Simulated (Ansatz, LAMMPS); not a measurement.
# Gap against volume in glassy 67P2O5-20BaO-13Al2O3 (mol %) (86 atoms)

Density of this cell: 2.78 g/cm³. The cell holds 86 atoms: 20 P, 3 Ba, 4 Al and 59 O. Cell: a = 10.679 Å, b = 11.150 Å, c = 10.514 Å, α = 87.0°, β = 95.9°, γ = 93.1°. The starting structure: 86 atoms (20 P, 3 Ba, 4 Al, 59 O) placed at random at 2.81 g/cm³, melted at 4000 K for 10 ps at fixed volume with the Morse and Coulomb pair potential with partial charges (Pedone, Malavasi, Menziani, Cormack and Segre, J. Phys. Chem. B 110, 11780 (2006)). Quenched from 4000 K to 300 K at 20 K/ps and fixed volume, held 10 ps at zero pressure, then minimised at fixed cell.

Calculated with Ansatz 0.2.0: Kohn-Sham DFT, PBEsol, PAW (set soft_1), plane waves; cutoff 420 eV, Γ point, fermi-dirac smearing of 0.05 eV. The relaxed cell was scaled evenly and the atoms were relaxed at each volume. The gap is that between the highest filled and the lowest empty Kohn-Sham level on the run's k-points.

| volume (Å³/atom) | gap (eV) |
| --- | --- |
| 13.000 | 4.665 |
| 13.577 | 4.561 |
| 14.011 | 4.467 |
| 14.444 | 4.374 |
| 14.877 | ? |
| 15.311 | 4.189 |

Task: Fit a straight line in ln V to the rows given and interpolate to the withheld row.

**Working.**

A volume deformation potential makes the spacing linear in u = ln(V/V0), with V0 = 14.444 Å³ the relaxed volume; v is the spacing.

| u = ln(V/V0) | v (eV) |
| --- | --- |
| -0.105360 | 4.6651 |
| -0.0618766 | 4.5606 |
| -0.0304592 | 4.4673 |
| 0 | 4.3736 |
| 0.0582687 | 4.1891 |

With n = 5: mean u = -0.0278855, mean v = 4.45114, Σ(u − ū)² = 0.015364, Σ(u − ū)(v − v̄) = -0.045077. Slope b = -0.045077 / 0.015364 = -2.9338; intercept a = v̄ − b ū = 4.3693.

At the withheld volume u = 0.02956, and v = a + b u.

Prediction at 14.877: 4.283 eV. The run gave 4.283 eV, so the fit is high by 7.4e-6 eV (1.7e-4 % of the value).

The slope, -2.93 eV, says that the spacing narrows on expansion. Among the rows given, the largest miss of the fit is at 13.000, by 0.013 eV (2.8 % of the range of the table).

Limits: The table spans 16 % in volume, wide for a linear law. Semilocal functionals tend to put gaps under measured ones. Only the Γ point is sampled. Defect or tail levels can set the spacing of a disordered cell. Spin–orbit coupling is left out, which matters for the levels of the heavy elements.

[Hosts, paths, dates, database ids (printed as entryN), source tags and the programs' standing remarks are cut or masked in the printed files.]
